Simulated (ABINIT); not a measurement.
# Quasiparticle gap of SiC (Moissanite) in ABINIT, part 2 of 3

Aim: the G0W0 gap of SiC (Moissanite) on LDA, step by step.

ABINIT 10.8.3; LDA and many-body steps on it, plane waves. Known limits of the many-body steps: short of the basis limit; coarse k mesh.

So far. Step 2 (Ground state): The gap is indirect, with the least direct gap 1.11 eV higher.

## Step 3: Bands along the symmetry lines

Level of this step: DFT, LDA, plane waves, norm-conserving pseudopotentials (ABINIT).

Levels along a band path, at the cheap level, show where the edges lie and whether the meshes to come will hold them.

The input, run.abi:

```
acell 3*1.0 Angstrom
rprim 
  3.081000000023 -0.000000000005 0.000000000000
  -1.540500000007 2.668224269083 0.000000000000
  0.000000000000 0.000000000000 15.124800000000
ntypat 2
znucl 14 6
natom 12
typat 1 1 1 1 1 1 2 2 2 2 2 2
xred 
  0.000000000000 0.000000000000 0.000000000000
  0.000000000000 0.000000000000 0.500000000000
  0.333333333333 0.666666666667 0.166400000000
  0.666666666667 0.333333333333 0.666400000000
  0.666666666667 0.333333333333 0.332900000000
  0.333333333333 0.666666666667 0.832900000000
  0.333333333333 0.666666666667 0.041200000000
  0.666666666667 0.333333333333 0.541200000000
  0.666666666667 0.333333333333 0.208000000000
  0.333333333333 0.666666666667 0.708000000000
  0.000000000000 0.000000000000 0.374600000000
  0.000000000000 0.000000000000 0.874600000000
pp_dirpath "pseudos"
pseudos "Si.upf, C.upf"
ecut 37
iscf -2
irdden 1
kptopt 0
nkpt 39
kpt 
  0.00000000 0.00000000 0.00000000
  0.12500000 0.00000000 0.00000000
  0.25000000 0.00000000 0.00000000
  0.37500000 0.00000000 0.00000000
  0.50000000 0.00000000 0.00000000
  0.45833333 0.08333333 0.00000000
  0.41666666 0.16666666 0.00000000
  0.37500000 0.25000000 0.00000000
  0.33333333 0.33333333 0.00000000
  0.25000000 0.25000000 0.00000000
  0.16666666 0.16666666 0.00000000
  0.08333333 0.08333333 0.00000000
  0.00000000 0.00000000 0.00000000
  0.00000000 0.00000000 0.12500000
  0.00000000 0.00000000 0.25000000
  0.00000000 0.00000000 0.37500000
  0.00000000 0.00000000 0.50000000
  0.12500000 0.00000000 0.50000000
  0.25000000 0.00000000 0.50000000
  0.37500000 0.00000000 0.50000000
  0.50000000 0.00000000 0.50000000
  0.45833333 0.08333333 0.50000000
  0.41666666 0.16666666 0.50000000
  0.37500000 0.25000000 0.50000000
  0.33333333 0.33333333 0.50000000
  0.25000000 0.25000000 0.50000000
  0.16666666 0.16666666 0.50000000
  0.08333333 0.08333333 0.50000000
  0.00000000 0.00000000 0.50000000
  0.50000000 0.00000000 0.50000000
  0.50000000 0.00000000 0.37500000
  0.50000000 0.00000000 0.25000000
  0.50000000 0.00000000 0.12500000
  0.50000000 0.00000000 0.00000000
  0.33333333 0.33333333 0.50000000
  0.33333333 0.33333333 0.37500000
  0.33333333 0.33333333 0.25000000
  0.33333333 0.33333333 0.12500000
  0.33333333 0.33333333 0.00000000
istwfk *1
nband 39
nbdbuf 10
tolwfr 1e-07
nstep 50
prtwf 0
prtvol 0
indata_prefix "in"
outdata_prefix "out"
tmpdata_prefix "tmp"
```

The run is started by

```
$ OMP_NUM_THREADS=1 mpirun -n 4 abinit run.abi > log
```

Output:

```text
.Version 10.8.3 of ABINIT. v10.8.2 released Aug 2026.

 Symmetries : space group P6_3 m c (#186); Bravais hP (primitive hexag.)
[... echo of the input left out ...]
== DATASET  1 ==================================================================
-   mpi_nproc: 4, omp_nthreads: 1 (-1 if OMP is not activated)

--- !DatasetInfo
iteration_state: {dtset: 1, }
dimensions: {natom: 12, nkpt: 39, mband: 39, nsppol: 1, nspinor: 1, nspden: 1, mpw: 9084, }
cutoff_energies: {ecut:  37.0, pawecutdg:  -1.0, }
electrons: {nelect:   4.80000000E+01, charge:   0.00000000E+00, occopt:   1.00000000E+00, tsmear:   1.00000000E-02, }

 Real(R)+Recip(G) space primitive vectors, cartesian coordinates (Bohr,Bohr^-1):
 R(1)=  5.8222462  0.0000000  0.0000000  G(1)=  0.1717550  0.0991628  0.0000000
 R(2)= -2.9111231  5.0422131  0.0000000  G(2)=  0.0000000  0.1983256  0.0000000
 R(3)=  0.0000000  0.0000000 28.5817297  G(3)=  0.0000000  0.0000000  0.0349874
 Unit cell volume ucvol=  8.3907401E+02 bohr^3
 Angles (23,13,12)=  9.00000000E+01  9.00000000E+01  1.20000000E+02 degrees

 getcut: wavevector=  0.0000  0.0000  0.0000  ngfft=  32  32 160
         ecut(hartree)=     37.000   => boxcut(ratio)=   2.00721

--- Pseudopotential description ------------------------------------------------
- Si Generated using ONCVPSP code by D. R. Hamann
- 14.00000   4.00000  180309                  znucl, zion, pspdat
12 -1012 2 -1 1510                            pspcod,pspxc,lmax,lloc,mmax
     nproj     2     2     2
  pspatm : epsatm=    6.67003958
         --- l  ekb(1:nproj) -->
             0    5.565958    0.856966
             1    2.726111    0.629828
             2   -2.124804   -0.444604
 pspatm: atomic psp has been read  and splines computed

- C Generated using ONCVPSP code by D. R. Hamann
-  6.00000   4.00000  180309                  znucl, zion, pspdat
12 -1012 1 -1 1234                            pspcod,pspxc,lmax,lloc,mmax
     nproj     2     2     0
  pspatm : epsatm=    4.35103003
         --- l  ekb(1:nproj) -->
[...]
pspatm: atomic psp has been read  and splines computed

--------------------------------------------------------------------------------

================================================================================
 prteigrs : about to open file out_EIG
 Non-SCF case, kpt    1 (  0.00000  0.00000  0.00000), residuals and eigenvalues=
  9.81E-08  5.64E-08  5.31E-08  3.55E-08  2.07E-08  2.04E-08  5.75E-08  1.45E-08
  2.25E-08  6.76E-08  6.34E-08  2.66E-08  4.99E-08  4.48E-08  7.97E-08  3.58E-08
  7.33E-08  2.82E-08  5.04E-08  3.97E-08  7.09E-08  5.90E-08  8.28E-08  8.87E-08
[...]
2.82E-06  1.37E-05  5.14E-05  2.59E-05  1.41E-04  8.23E-05  1.61E-04
 -3.0240E-01 -2.8369E-01 -2.8140E-01 -2.2728E-01 -2.2507E-01 -1.6984E-01
 -5.3822E-02  3.3353E-02  3.4943E-02  1.7336E-01  1.7500E-01  2.1999E-01
[...]
comment   : Summary of ground state results
lattice_vectors:
- [  5.8222462,  -0.0000000,   0.0000000, ]
- [ -2.9111231,   5.0422131,   0.0000000, ]
- [  0.0000000,   0.0000000,  28.5817297, ]
lattice_lengths: [   5.82225,    5.82225,   28.58173, ]
lattice_angles: [ 90.000,  90.000, 120.000, ] # degrees, (23, 13, 12)
lattice_volume:   8.3907401E+02
convergence: {deltae:  0.000E+00, res2:  0.000E+00, residm:  9.980E-08, diffor:  0.000E+00, }
etotal    :  -6.18974774E+01
entropy   :   0.00000000E+00
fermie    :   2.62432710E-01
cartesian_stress_tensor: null
pressure_GPa: null
xred      :
- [  0.0000E+00,   0.0000E+00,  -2.7756E-17, Si]
- [  0.0000E+00,   0.0000E+00,   5.0000E-01, Si]
- [  3.3333E-01,   6.6667E-01,   1.6640E-01, Si]
- [  6.6667E-01,   3.3333E-01,   6.6640E-01, Si]
- [  6.6667E-01,   3.3333E-01,   3.3290E-01, Si]
- [  3.3333E-01,   6.6667E-01,   8.3290E-01, Si]
- [  3.3333E-01,   6.6667E-01,   4.1200E-02,  C]
- [  6.6667E-01,   3.3333E-01,   5.4120E-01,  C]
- [  6.6667E-01,   3.3333E-01,   2.0800E-01,  C]
- [  3.3333E-01,   6.6667E-01,   7.0800E-01,  C]
- [  0.0000E+00,   0.0000E+00,   3.7460E-01,  C]
- [  0.0000E+00,   0.0000E+00,   8.7460E-01,  C]
cartesian_forces: null
force_length_stats: {min: null, max: null, mean: null, }

 Integrated electronic density in atomic spheres:
 ------------------------------------------------
 Atom  Sphere_radius  Integrated_density
[...]
================================================================================

 ----iterations are completed or convergence reached----

 Mean square residual over all n,k,spin=   48.332E-09; max=  99.801E-09
 reduced coordinates (array xred) for   12 atoms
[...]
0.000000      0.000000      0.374600
       0.000000      0.000000      0.874600

 cartesian coordinates (angstrom) at end:
    1      0.000000     0.000000    -0.000000
    2      0.000000     0.000000     7.562400
    3      3e-12     1.778816     2.516767
[...]
11      0.000000     0.000000     5.665750
   12      0.000000     0.000000    13.228150
 length scales=  1.889726  1.889726  1.889726 bohr
              =  1.000000  1.000000  1.000000 angstroms
 prteigrs : about to open file out_EIG
 Eigenvalues (hartree) for nkpt=  39  k points:
 kpt#   1, nband= 39, wtk=  1.00000, kpt=  0.0000  0.0000  0.0000 (reduced coord)
[...]
kpt#   2, nband= 39, wtk=  1.00000, kpt=  0.1250  0.0000  0.0000 (reduced coord)
[...]
kpt#   3, nband= 39, wtk=  1.00000, kpt=  0.2500  0.0000  0.0000 (reduced coord)
[...]
kpt#  38, nband= 39, wtk=  1.00000, kpt=  0.3333  0.3333  0.1250 (reduced coord)
[...]
0.54864    0.59171    0.59734    0.59767    0.63526    0.63935    0.64721
 kpt#  39, nband= 39, wtk=  1.00000, kpt=  0.3333  0.3333  0.0000 (reduced coord)
[...]
0.09437    0.09437    0.13818    0.13818    0.14641    0.18103    0.18583    0.18583
   0.38780    0.38780    0.39765    0.44527    0.48758    0.48758    0.50400    0.50400
   0.54602    0.59283    0.59725    0.59765    0.63706    0.64114    0.64955

== END DATASET(S) ==============================================================
================================================================================

 -outvars: echo values of variables after computation  --------
            nband          39
             nkpt          39
          spgroup         186
 [... the other variables as echoed above ...]

 Calculation completed.
```

The job ended after 56 s (4 MPI ranks of Arm Neoverse V2, shared host; peak memory 0.53 GiB; 3.7 min of CPU time).

Read from the output:

| Item | Value |
| --- | --- |
| gap | 1.972 eV |
| k of the valence top | 0, 0, 0 |
| k of the conduction bottom | 0.5, 0, 0.25 |
| least direct gap | 3.087 eV |

The gap is 1.972 eV, −0.006 eV from the run before at this level.

The electronic bands at the labelled points (eV, zero at the top of the highest filled band):

| point | band 21 | band 22 | band 23 | band 24 | band 25 | band 26 | band 27 | band 28 |
| --- | --- | --- | --- | --- | --- | --- | --- | --- |
| Γ | -0.29 | -0.04 | 0.00 | 0.00 | 5.12 | 5.29 | 5.69 | 6.21 |
| halfway | -1.18 | -1.10 | -0.71 | -0.54 | 3.59 | 3.83 | 4.29 | 4.94 |
| M | -1.85 | -1.77 | -1.67 | -1.11 | 1.98 | 2.15 | 3.15 | 3.84 |
| halfway | -2.44 | -2.23 | -2.01 | -1.78 | 2.80 | 3.45 | 4.43 | 4.86 |
| K | -3.16 | -2.21 | -2.08 | -2.08 | 3.41 | 3.41 | 3.68 | 4.98 |
| halfway | -1.78 | -1.74 | -1.31 | -0.72 | 4.72 | 4.80 | 4.89 | 4.98 |
| Γ | -0.29 | -0.04 | 0.00 | 0.00 | 5.12 | 5.29 | 5.69 | 6.21 |
| halfway | -0.20 | -0.20 | -0.02 | -0.02 | 5.14 | 5.25 | 5.76 | 6.11 |
| A | -0.10 | -0.10 | -0.10 | -0.10 | 5.19 | 5.19 | 5.93 | 5.93 |
| halfway | -1.00 | -1.00 | -0.71 | -0.71 | 3.70 | 3.70 | 4.65 | 4.65 |
| L | -1.72 | -1.72 | -1.32 | -1.32 | 2.02 | 2.02 | 3.37 | 3.37 |
| halfway | -2.69 | -2.69 | -1.68 | -1.68 | 3.15 | 3.15 | 4.40 | 4.40 |
| H | -2.64 | -2.64 | -2.27 | -2.27 | 3.59 | 3.59 | 4.25 | 4.25 |
| halfway | -1.96 | -1.96 | -0.85 | -0.85 | 4.67 | 4.67 | 5.05 | 5.05 |
| A | -0.10 | -0.10 | -0.10 | -0.10 | 5.19 | 5.19 | 5.93 | 5.93 |
| jump to L | -1.72 | -1.72 | -1.32 | -1.32 | 2.02 | 2.02 | 3.37 | 3.37 |
| halfway | -2.01 | -1.65 | -1.54 | -1.16 | 1.97 | 2.11 | 3.22 | 3.61 |
| M | -1.85 | -1.77 | -1.67 | -1.11 | 1.98 | 2.15 | 3.15 | 3.84 |
| jump to H | -2.64 | -2.64 | -2.27 | -2.27 | 3.59 | 3.59 | 4.25 | 4.25 |
| halfway | -2.99 | -2.34 | -2.17 | -2.17 | 3.50 | 3.50 | 3.84 | 4.73 |
| K | -3.16 | -2.21 | -2.08 | -2.08 | 3.41 | 3.41 | 3.68 | 4.98 |

## Step 4: Empty states on the mesh, 3×3×1 mesh, 317 bands

The sums over transitions need many empty states on a uniform mesh; this step solves for them.

The input, run.abi:

```
acell 3*1.0 Angstrom
rprim 
  3.081000000023 -0.000000000005 0.000000000000
  -1.540500000007 2.668224269083 0.000000000000
  0.000000000000 0.000000000000 15.124800000000
ntypat 2
znucl 14 6
natom 12
typat 1 1 1 1 1 1 2 2 2 2 2 2
xred 
  0.000000000000 0.000000000000 0.000000000000
  0.000000000000 0.000000000000 0.500000000000
  0.333333333333 0.666666666667 0.166400000000
  0.666666666667 0.333333333333 0.666400000000
  0.666666666667 0.333333333333 0.332900000000
  0.333333333333 0.666666666667 0.832900000000
  0.333333333333 0.666666666667 0.041200000000
  0.666666666667 0.333333333333 0.541200000000
  0.666666666667 0.333333333333 0.208000000000
  0.333333333333 0.666666666667 0.708000000000
  0.000000000000 0.000000000000 0.374600000000
  0.000000000000 0.000000000000 0.874600000000
pp_dirpath "pseudos"
pseudos "Si.upf, C.upf"
ecut 37
ngkpt 3 3 1
nshiftk 1
shiftk 0 0 0
kptopt 1
chksymbreak 0
iscf -2
irdden 1
istwfk *1
nband 317
nbdbuf 28
tolwfr 1e-09
nstep 60
prtvol 0
indata_prefix "in"
outdata_prefix "out"
tmpdata_prefix "tmp"
```

The run is started by

```
$ OMP_NUM_THREADS=1 mpirun -n 3 abinit run.abi > log
```

Output:

```text
.Version 10.8.3 of ABINIT. v10.8.2 released Aug 2026.

 Symmetries : space group P6_3 m c (#186); Bravais hP (primitive hexag.)
[... echo of the input left out ...]
== DATASET  1 ==================================================================
-   mpi_nproc: 3, omp_nthreads: 1 (-1 if OMP is not activated)

--- !DatasetInfo
iteration_state: {dtset: 1, }
dimensions: {natom: 12, nkpt: 3, mband: 317, nsppol: 1, nspinor: 1, nspden: 1, mpw: 9084, }
cutoff_energies: {ecut:  37.0, pawecutdg:  -1.0, }
electrons: {nelect:   4.80000000E+01, charge:   0.00000000E+00, occopt:   1.00000000E+00, tsmear:   1.00000000E-02, }

 Real(R)+Recip(G) space primitive vectors, cartesian coordinates (Bohr,Bohr^-1):
 R(1)=  5.8222462  0.0000000  0.0000000  G(1)=  0.1717550  0.0991628  0.0000000
 R(2)= -2.9111231  5.0422131  0.0000000  G(2)=  0.0000000  0.1983256  0.0000000
 R(3)=  0.0000000  0.0000000 28.5817297  G(3)=  0.0000000  0.0000000  0.0349874
 Unit cell volume ucvol=  8.3907401E+02 bohr^3
 Angles (23,13,12)=  9.00000000E+01  9.00000000E+01  1.20000000E+02 degrees

 getcut: wavevector=  0.0000  0.0000  0.0000  ngfft=  32  32 160
         ecut(hartree)=     37.000   => boxcut(ratio)=   2.00721

--- Pseudopotential description ------------------------------------------------
- Si Generated using ONCVPSP code by D. R. Hamann
- 14.00000   4.00000  180309                  znucl, zion, pspdat
12 -1012 2 -1 1510                            pspcod,pspxc,lmax,lloc,mmax
     nproj     2     2     2
  pspatm : epsatm=    6.67003958
         --- l  ekb(1:nproj) -->
             0    5.565958    0.856966
             1    2.726111    0.629828
             2   -2.124804   -0.444604
 pspatm: atomic psp has been read  and splines computed

- C Generated using ONCVPSP code by D. R. Hamann
-  6.00000   4.00000  180309                  znucl, zion, pspdat
12 -1012 1 -1 1234                            pspcod,pspxc,lmax,lloc,mmax
     nproj     2     2     0
  pspatm : epsatm=    4.35103003
         --- l  ekb(1:nproj) -->
[...]
pspatm: atomic psp has been read  and splines computed

--------------------------------------------------------------------------------

================================================================================
 prteigrs : about to open file out_EIG
 Non-SCF case, kpt    1 (  0.00000  0.00000  0.00000), residuals and eigenvalues=
  6.67E-10  2.15E-10  2.06E-10  3.38E-11  2.67E-11  4.50E-11  2.41E-11  4.64E-11
  4.83E-11  1.04E-10  9.50E-11  5.77E-11  7.66E-11  9.91E-11  1.52E-10  7.00E-11
  1.03E-10  6.59E-11  9.21E-11  7.88E-11  1.47E-10  8.03E-11  6.16E-11  7.11E-11
[...]
2.76E-04  1.51E-04  1.69E-05  1.85E-05  4.38E-04
 -3.0240E-01 -2.8369E-01 -2.8140E-01 -2.2728E-01 -2.2507E-01 -1.6984E-01
 -5.3822E-02  3.3353E-02  3.4943E-02  1.7336E-01  1.7500E-01  2.1999E-01
  2.1999E-01  2.2665E-01  2.2665E-01  2.3115E-01  2.3115E-01  2.4772E-01
[...]
3.2815E+00  3.2815E+00  3.3057E+00  3.3126E+00  3.3126E+00  3.3329E+00
  3.3329E+00  3.3490E+00  3.3490E+00  3.3545E+00  3.3719E+00  3.3730E+00
  3.3747E+00  3.3849E+00  3.3886E+00  3.3898E+00  3.3913E+00
 prteigrs : prtvol=0 or 1, do not print more k-points.

--- !ResultsGS
iteration_state: {dtset: 1, }
comment   : Summary of ground state results
lattice_vectors:
- [  5.8222462,  -0.0000000,   0.0000000, ]
- [ -2.9111231,   5.0422131,   0.0000000, ]
- [  0.0000000,   0.0000000,  28.5817297, ]
lattice_lengths: [   5.82225,    5.82225,   28.58173, ]
lattice_angles: [ 90.000,  90.000, 120.000, ] # degrees, (23, 13, 12)
lattice_volume:   8.3907401E+02
convergence: {deltae:  0.000E+00, res2:  0.000E+00, residm:  9.980E-10, diffor:  0.000E+00, }
etotal    :  -6.18974774E+01
entropy   :   0.00000000E+00
fermie    :   2.62432710E-01
cartesian_stress_tensor: null
pressure_GPa: null
xred      :
- [  0.0000E+00,   0.0000E+00,  -2.7756E-17, Si]
- [  0.0000E+00,   0.0000E+00,   5.0000E-01, Si]
- [  3.3333E-01,   6.6667E-01,   1.6640E-01, Si]
- [  6.6667E-01,   3.3333E-01,   6.6640E-01, Si]
- [  6.6667E-01,   3.3333E-01,   3.3290E-01, Si]
- [  3.3333E-01,   6.6667E-01,   8.3290E-01, Si]
- [  3.3333E-01,   6.6667E-01,   4.1200E-02,  C]
- [  6.6667E-01,   3.3333E-01,   5.4120E-01,  C]
- [  6.6667E-01,   3.3333E-01,   2.0800E-01,  C]
- [  3.3333E-01,   6.6667E-01,   7.0800E-01,  C]
- [  0.0000E+00,   0.0000E+00,   3.7460E-01,  C]
- [  0.0000E+00,   0.0000E+00,   8.7460E-01,  C]
cartesian_forces: null
force_length_stats: {min: null, max: null, mean: null, }

 Integrated electronic density in atomic spheres:
 ------------------------------------------------
 Atom  Sphere_radius  Integrated_density
[...]
================================================================================

 ----iterations are completed or convergence reached----

 Mean square residual over all n,k,spin=   36.290E-11; max=  99.803E-11
 reduced coordinates (array xred) for   12 atoms
[...]
0.000000      0.000000      0.374600
       0.000000      0.000000      0.874600

 cartesian coordinates (angstrom) at end:
    1      0.000000     0.000000    -0.000000
    2      0.000000     0.000000     7.562400
    3      3e-12     1.778816     2.516767
[...]
11      0.000000     0.000000     5.665750
   12      0.000000     0.000000    13.228150
 length scales=  1.889726  1.889726  1.889726 bohr
              =  1.000000  1.000000  1.000000 angstroms
 prteigrs : about to open file out_EIG
 Eigenvalues (hartree) for nkpt=   3  k points:
 kpt#   1, nband=317, wtk=  0.11111, kpt=  0.0000  0.0000  0.0000 (reduced coord)
[...]
3.24370    3.24388    3.26093    3.28115    3.28148    3.28148    3.30574    3.31260
   3.31261    3.33286    3.33291    3.34896    3.34898    3.35449    3.37185    3.37299
   3.37465    3.38487    3.38860    3.38984    3.39131
 prteigrs : prtvol=0 or 1, do not print more k-points.

== END DATASET(S) ==============================================================
================================================================================

 -outvars: echo values of variables after computation  --------
            nband         317
             nkpt           3
          spgroup         186
 [... the other variables as echoed above ...]

 Calculation completed.
```

Wall time 2.2 min (3 MPI ranks); peak memory 0.46 GiB.

This step gave:

```yaml
gap: 2.751 eV
k_of_the_valence_top: 0, 0, 0
k_of_the_conduction_bottom: 0.3333, 0, 0
least_direct_gap: 3.583 eV
k_points_computed: 3
lowest_point_of_the_top_converged_band_above_the_valence_top: 79.5345 eV
```

On this mesh the gap is 2.751 eV. The earlier step found 1.978 eV, so this mesh misses an edge.

[end of part 2 of 3]

[Long decimals in the printed logs are rounded to 6 places.]

[Logs are printed without paths, hosts, clocks, repeated set-up lines and the standing remarks that a program may print on its own settings, such as how far it seeks lower states.]

[Paths, hosts, dates, memory and timing lines, banners, echoed tables and standing remarks are left out of the program output; an Ansatz launch command may be rebuilt from the run's recorded settings. Measured values are a selection of at most five: reports struck by readers or far from the other reports are left out. None is set beside runs whose start may be inverted or whose files or cutoffs have a known fault.]

[Runs of the session that timed out or met a known fault of the program may be left out.]

[Hosts, paths, dates, database ids (printed as entryN), source tags and the programs' standing remarks are cut or masked in the printed files.]

[G0W0 gaps are taken among the corrected bands and points alone; a level outside them can change the order at an edge.]

[Where Ansatz stands beside ABINIT at settings called matched, ABINIT's density can come from a denser mesh and the files from another edition; pairs whose starting gaps differed by over 0.03 eV were left out, so agreement reads better than it is.]
